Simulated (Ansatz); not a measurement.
# Tunnelling across a broken Li chain: predicting one gap

How it was computed: Ansatz 0.2.0, plane waves with PAW datasets at the program's default cutoffs, Fermi-Dirac smearing of 0.05 eV, chains in boxes 7.5 Å wide or more, moments seeded when the perfect chain is relaxed. PBE, no spin-orbit coupling; one bond is opened by s Å beyond its relaxed length, the other atoms of a straight cell of 13 kept, without spin, and the conductance taken at 300 K.

| run | G (G₀) | largest error term (%) | s | ln G |
| --- | --- | --- | --- | --- |
| +1.8 Å | 0.6218 | 0 | 1.8 | −0.4751 |
| +2.5 Å | 0.3551 | 0 | 2.5 | −1.035 |
| +3.3 Å | 0.1365 | 1 | 3.3 | −1.992 |

One run is withheld: run = +4.2 Å, with s = 4.2. Fit a straight line ln G = a + b × s to the 3 rows shown and predict it.

**Fit.** The means are 2.533 for s and −1.167 for ln G. The sum of products of deviations is −1.144 and the sum of squares in s is 1.127, so b = −1.144 / 1.127 = −1.015 and a = −1.167 − (−1.015) × 2.533 = 1.405. The residuals' standard deviation, with 1 degree of freedom, is σ = 0.12.

**Prediction.** ln G = 1.405 + (−1.015) × 4.2 = −2.86, that is 0.0573 G₀. The run gave 0.0375 G₀ (ln G = −3.282), so the prediction less the run is +0.42. The standard error of a prediction there, σ√(1 + 1/3 + (4.2 − 2.533)²/1.127), is 0.23, and the miss is 1.8 times that, for a point outside the fitted range. With so few rows σ is itself uncertain.

Caveats: Between neighbouring runs the slope of ln G lies between −1.43 and −0.80 per Å, so one exponential is an approximation; it is flattest at the narrowest gap, nearest to contact. Error terms (up to 1 %, withheld run included) bound how much a small miss can mean. Broken ends may want a moment where none was allowed. No image potential, spin-orbit coupling or relaxation; a bent or dimerised chain may be lower in energy. Series of this kind are told only where this holds: one magnetic state in all runs, error terms under 60 %, and the runs' own leads conduct as the perfect chain does. 36 of 42 did.
